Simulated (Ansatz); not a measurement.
**Be2Sn (model cell, started as antifluorite): phonons and vibrational spectra**

Aim: the phonons of Be2Sn (model cell, started as antifluorite) at a cell relaxed beforehand at this level. After the zone centre comes a 4×4×4 q mesh on a 12×12×12 k mesh.

Method: DFT PBEsol, scalar-relativistic, plane waves, PAW, in Ansatz 0.2.0.

The structure was built from a prototype and need not be the compound's stable phase.

### 1. The starting structure

Symmetry: Fm-3m, No. 225, cubic system. The conventional cell has a = 5.761 Å, b = 5.761 Å, c = 5.761 Å, α = 90.00°, β = 90.00°, γ = 90.00°. Nearest to Sn lie 8 Be at 2.49 Å. Nearest to Be lie 4 Sn at 2.49 Å. Farther neighbours are not listed.

### 2. Zone-centre response

The cell comes from relaxations at this level that are not shown. The zone centre comes first: it holds the modes that light can see, as far as symmetry allows. No field response is asked, since the mesh shows no gap.

input.yaml reads:

```yaml
crystal:
  lattice:
    - [0.0, 2.8806534513, 2.8806534513]
    - [2.8806534513, 0.0, 2.8806534513]
    - [2.8806534513, 2.8806534513, 0.0]
  atoms:
    - { symbol: Sn, position: [0.0, 0.0, 0.0] }
    - { symbol: Be, position: [0.25, 0.25, 0.25] }
    - { symbol: Be, position: [0.75, 0.75, 0.75] }
kpoints:
  mp_grid: { grid: [12, 12, 12] }
hamiltonian:
  xc: pbesol
scf:
  occupations: { method: methfessel_paxton, width: 0.15 }
output:
  eigenvalues: true
phonons:
  method: dfpt
```

Started as:

```bash
$ ansatz run input.yaml --threads 4 --pin off --max-ram 7168MiB --backend cpu --events-out ev --progress --plain --runs-dir out
```

Numbers of over 12 decimals in the logs are rounded to 6 here.

What it wrote:

```text
zone centre: on kpoints.mp_grid the ground state, and the responses unless they are solved on pairs of k-points, stand on 163 of the mesh's 1728 k-points, reduced under 8 symmetry operations, with k and −k counted as one. Each operation leaves every solved displacement unchanged or reverses it
Engine: ansatz 0.2.0, aarch64-unknown-linux-gnu
Pseudopotentials: kind: paw
Pseudopotential: Sn, paw, valence charge 14, recommended cutoff 420 eV (normal), Sn.paw.azcp
Pseudopotential: Be, paw, valence charge 2, recommended cutoff 420 eV (normal), Be.paw.azcp
Functional definition: PBEsol
  exchange = pbesol_x
  correlation = pbesol_c
Crystal: 3 atoms, lattice volume = 47.808 Å³
Basis set: ecut = 420 eV, 941 PW (Γ), exchange–correlation on 60×60×60 points (8 copies of the dense FFT grid, shifted against one another)
Bands: 13, of which v1, the nominal top of the filled ones, is band 9 counted from 1 (8 counted from 0)
Symmetry: 48 space group operations
k-points: 163 of 1728 (irreducible under 8 space group operations, time reversal used)
Non-local potential: Sn, projectors of the file, l = 0: 2, l = 1: 2, l = 2: 2, l = 3: 2
Non-local potential: Be, projectors of the file, l = 0: 2, l = 1: 2, l = 2: 1
PAW form: soft (Blöchl's): semilocal exchange-correlation on the pseudo side does not see the compensation charge
PAW frozen core: Sn, regenerated for the run's functional, and the local potential with it (the file was generated under x = pbe(κ = 0.804, μ = 0.219515), c = pbe(β = 0.066725))
PAW frozen core: Be, regenerated for the run's functional, and the local potential with it (the file was generated under x = pbe(κ = 0.804, μ = 0.219515), c = pbe(β = 0.066725))
PAW one-centre angular grid: Sn, 590 points (default); XC on 64 Gauss nodes
PAW one-centre angular grid: Be, 110 points (default); XC on 64 Gauss nodes
Initial density: superposition of atomic densities (neutral atoms: chi_scale 0, normalization atom), corrected by the library's trained network
Initial wavefunctions: pseudopotential atomic-orbital guess
Functional: x = pbesol(κ = 0.804, μ = 0.123457), c = pbesol(β = 0.046)
SCF iter   1: F=—  HF=-6128.936229 eV  |F-HF|=—  |Δ(HF+E_count)|=         —  Δρ=3.66e-3  dr2=7.79e-3  ethr=1.77e-3  ⟨swp⟩=5.1  Hψ=12169  notcnv=0
preconditioner: auto → none  [insulator: Δε(μ)=0.108 eV  Ē_g=17.394 eV  σ=0.150 eV  W_gap=0.57  n_scr=14 (ndim 8)  ℏωp=22.8 eV  f_vac=0.005  D(μ)=0.38/eV (n_scr^D=0)  ε∞_Penn≈2.7]
SCF iter   2: F=—  HF=-6128.934368 eV  |F-HF|=—  |Δ(HF+E_count)|=   1.86e-3  S|Δr|=    0.00e0  Δρ=1.97e-3  dr2=1.82e-3  ethr=4.33e-5  ⟨swp⟩=1.0  Hψ=3431  notcnv=0
SCF iter   3: F=—  HF=-6128.934523 eV  |F-HF|=—  |Δ(HF+E_count)|=   1.56e-4  S|Δr|=    0.00e0  Δρ=1.07e-3  dr2=6.17e-4  ethr=1.01e-5  ⟨swp⟩=2.0  Hψ=3583  notcnv=0
SCF iter   4: F=—  HF=-6128.934192 eV  |F-HF|=—  |Δ(HF+E_count)|=   3.32e-4  S|Δr|=    0.00e0  Δρ=2.78e-4  dr2=3.29e-5  ethr=3.43e-6  ⟨swp⟩=2.1  Hψ=3501  notcnv=0
SCF iter   5: F=—  HF=-6128.934180 eV  |F-HF|=—  |Δ(HF+E_count)|=   1.22e-5  S|Δr|=    0.00e0  Δρ=1.50e-4  dr2=8.34e-6  ethr=1.83e-7  ⟨swp⟩=2.0  Hψ=3581  notcnv=0
SCF iter   6: F=—  HF=-6128.934177 eV  |F-HF|=—  |Δ(HF+E_count)|=   3.09e-6  S|Δr|=    0.00e0  Δρ=7.18e-5  dr2=2.03e-6  ethr=4.64e-8  ⟨swp⟩=2.0  Hψ=3556  notcnv=0
SCF iter   7: F=—  HF=-6128.934175 eV  |F-HF|=—  |Δ(HF+E_count)|=   1.80e-6  S|Δr|=    0.00e0  Δρ=1.85e-5  dr2=1.32e-7  ethr=1.13e-8  ⟨swp⟩=2.6  Hψ=3423  notcnv=0
SCF iter   8: F=—  HF=-6128.934175 eV  |F-HF|=—  |Δ(HF+E_count)|=   6.65e-8  S|Δr|=    0.00e0  Δρ=2.12e-6  dr2=1.59e-9  ethr=7.34e-10  ⟨swp⟩=2.0  Hψ=3409  notcnv=0
SCF iter   9: F=-6128.934175 eV  HF=-6128.934175 eV  |F-HF|=1.82e-12  |Δ(HF+E_count)|=  6.90e-10  S|Δr|=    0.00e0  Δρ=9.50e-8  dr2=3.02e-12  ethr=1.00e-12  ⟨swp⟩=5.2  Hψ=11166  notcnv=0
SCF 1 converged in 9 iterations: F = -6128.934175 eV  dr2 = 3.02e-12
  greatest PAW one-centre occupation: 0.990 electrons in one spin orbital (limit 2), on the Sn atom at site 0 (counted from 0), in its partial waves of l = 2
DFPT response loops at Γ: preconditioner auto → Kerker (q_TF=auto, 2.318 Å⁻¹) (partly filled bands, converged f_vac=0.000); β = 1.00, the filter's whole step (`scf.mixing.beta` (0.50) is not read by the response loops under this deck's `scf.mixing.preconditioner`; to damp them name `kerker` or `kerker_dos`, under which they read `scf.mixing.beta`, and type it under 1.00, their step now; both keys bind the ground state too); Broyden in place of MSR1
SCF converged after 9 iterations
Stability not checked: this state was not tested for a lower state beside it, because cold or Methfessel-Paxton smearing, or corrected tetrahedra, fill the levels in a way that the test cannot read (fill_not_monotonic; see scf.lower_state_search)
Free energy (F): -6128.934175 eV
Harris-Foulkes:  -6128.934175 eV  (|F-HF|=1.82e-12)
Internal energy: -6128.934991 eV  (E = F + TS)
E sigma→0 (E₀):  -6128.934379 eV
Entropy (-TS):   0.000816 eV (0.272 meV/atom)
Fermi energy:    8.944193 eV
--- Per-component energies (eV) ---
  E_band       = -94.757585
  E_kinetic    = 226.317464
  E_local      = -1085.996438  (includes V_loc(G=0)·N_el)
  E_nonlocal   = -21.225888
  E_hartree    = 642.406538
  E_xc         = -416.473472
  E_vxc        = -136.388821  (∫ρ·V_xc dr)
  E_paw        = -4182.283860  (= ΣΔE_a)
  E_vpaw       = -362.276982  (= ΣTr[D̂ρ^β])
  E_aug_tail   = -0.000001  (compensation charges beyond the density's cutoff)
  E_ewald      = -1291.983236
  E_core_change = 0.303902  (= ΣΔE_core)
  E_smearing   = 0.000816  (= −TS)
  E_closure    = 0.000000  (closes the sum)
  Σ components = -6128.934175   (vs F -6128.934175, Δ=0.00e0)
--- Band table (eV; the first three rows and the last of 163) ---
  k-point 0: bands = [... 5 lower, -2.4664, 9.7333, 9.7333, 9.7333, 9.9531, 9.9531, 9.9531, 12.8135]
  k-point 1: bands = [... 5 lower, -2.3848, 8.3066, 9.1941, 9.1941, 10.4936, 10.4936, 10.7940, 13.0176]
  k-point 2: bands = [... 5 lower, -2.1417, 6.6586, 8.6465, 8.6465, 10.9226, 10.9226, 11.0185, 13.3423]
  k-point 162: bands = [... 5 lower, 0.6921, 3.6715, 3.6715, 4.5091, 11.7372, 11.7372, 13.1480, 13.6026]
--- Phonons (Γ-DFPT): 2 representative perturbations + reference, on 163 of 1728 k-points (Σ response iterations 6) ---
  k mesh reduced under 8 symmetry operations, with k and −k counted as one. Each operation leaves every solved displacement unchanged or reverses it
  ASR residual: 1.552e-4 → 0.000e0 eV/Å²; symmetrization residual: 1.296e-8 eV/Å²
  ASR residual per site (eV/Å²): 1.55e-4 4.49e-6 4.49e-6
  Γ frequencies (cm⁻¹): 0.00 0.00 0.00 297.42 297.42 297.42 357.66 357.66 357.66
  non-analytic LO–TO correction: not included (Born effective charges unavailable; polar crystals: no LO–TO splitting at Γ)
```

Run time: 8 s. Hardware: 4 threads of Arm Neoverse V2, shared host; peak memory 0.64 GiB.

Reading the cycles: dr2 is the Hartree energy of the density residual (eV), the measure of convergence; HF is the Harris–Foulkes estimate of the energy, which meets the free energy F at convergence.

This step gave:

```yaml
volume_per_atom: 15.94 Å³
gap_on_the_k_mesh: 0 eV
sum_rule_residual_before_enforcement: 1.55e-4 eV/Å²
point_group: m-3m
highest_optical_mode_at_the_zone_centre_no_lo_to_term: 357.7 cm⁻¹
lowest_optical_zone_centre_mode: 297.4 cm⁻¹
```

Patterns of degenerate modes are one choice out of their space. The modes at Γ (shares of kinetic energy by element, %):

| mode | frequency (cm⁻¹) | symmetry | Sn % | Be % |
| --- | --- | --- | --- | --- |
| 1 | 0.0 | acoustic | 87 | 13 |
| 2 | 0.0 | acoustic | 87 | 13 |
| 3 | 0.0 | acoustic | 87 | 13 |
| 4 | 297.4 | T2g | 0 | 100 |
| 5 | 297.4 | T2g | 0 | 100 |
| 6 | 297.4 | T2g | 0 | 100 |
| 7 | 357.7 | T1u | 13 | 87 |
| 8 | 357.7 | T1u | 13 | 87 |
| 9 | 357.7 | T1u | 13 | 87 |

Displacements in mode 4 (297.4 cm⁻¹), the largest set to 1:
```
Sn1  0.00  0.00  0.00
Be2 -0.12 -1.00 -0.27
Be3  0.12  1.00  0.27
```

Displacements in mode 7 (357.7 cm⁻¹), the largest set to 1:
```
Sn1  0.00 -0.01 -0.15
Be2  0.00  0.06  1.00
Be3  0.00  0.06  1.00
```

Before it was imposed, the acoustic sum rule was missed by 1.6e-4 eV/Å². Small misses are needed for a sound result but don't prove that mesh and cutoff are converged. The lowest optical mode is real, 297 cm⁻¹.

(Part 1 of 2 ends here.)

[Logs are printed without paths, hosts, clocks, repeated set-up lines and the standing remarks that a program may print on its own settings, such as how far it seeks lower states.]

[Hosts, paths, dates, database ids (printed as entryN), source tags and the programs' standing remarks are cut or masked in the printed files.]
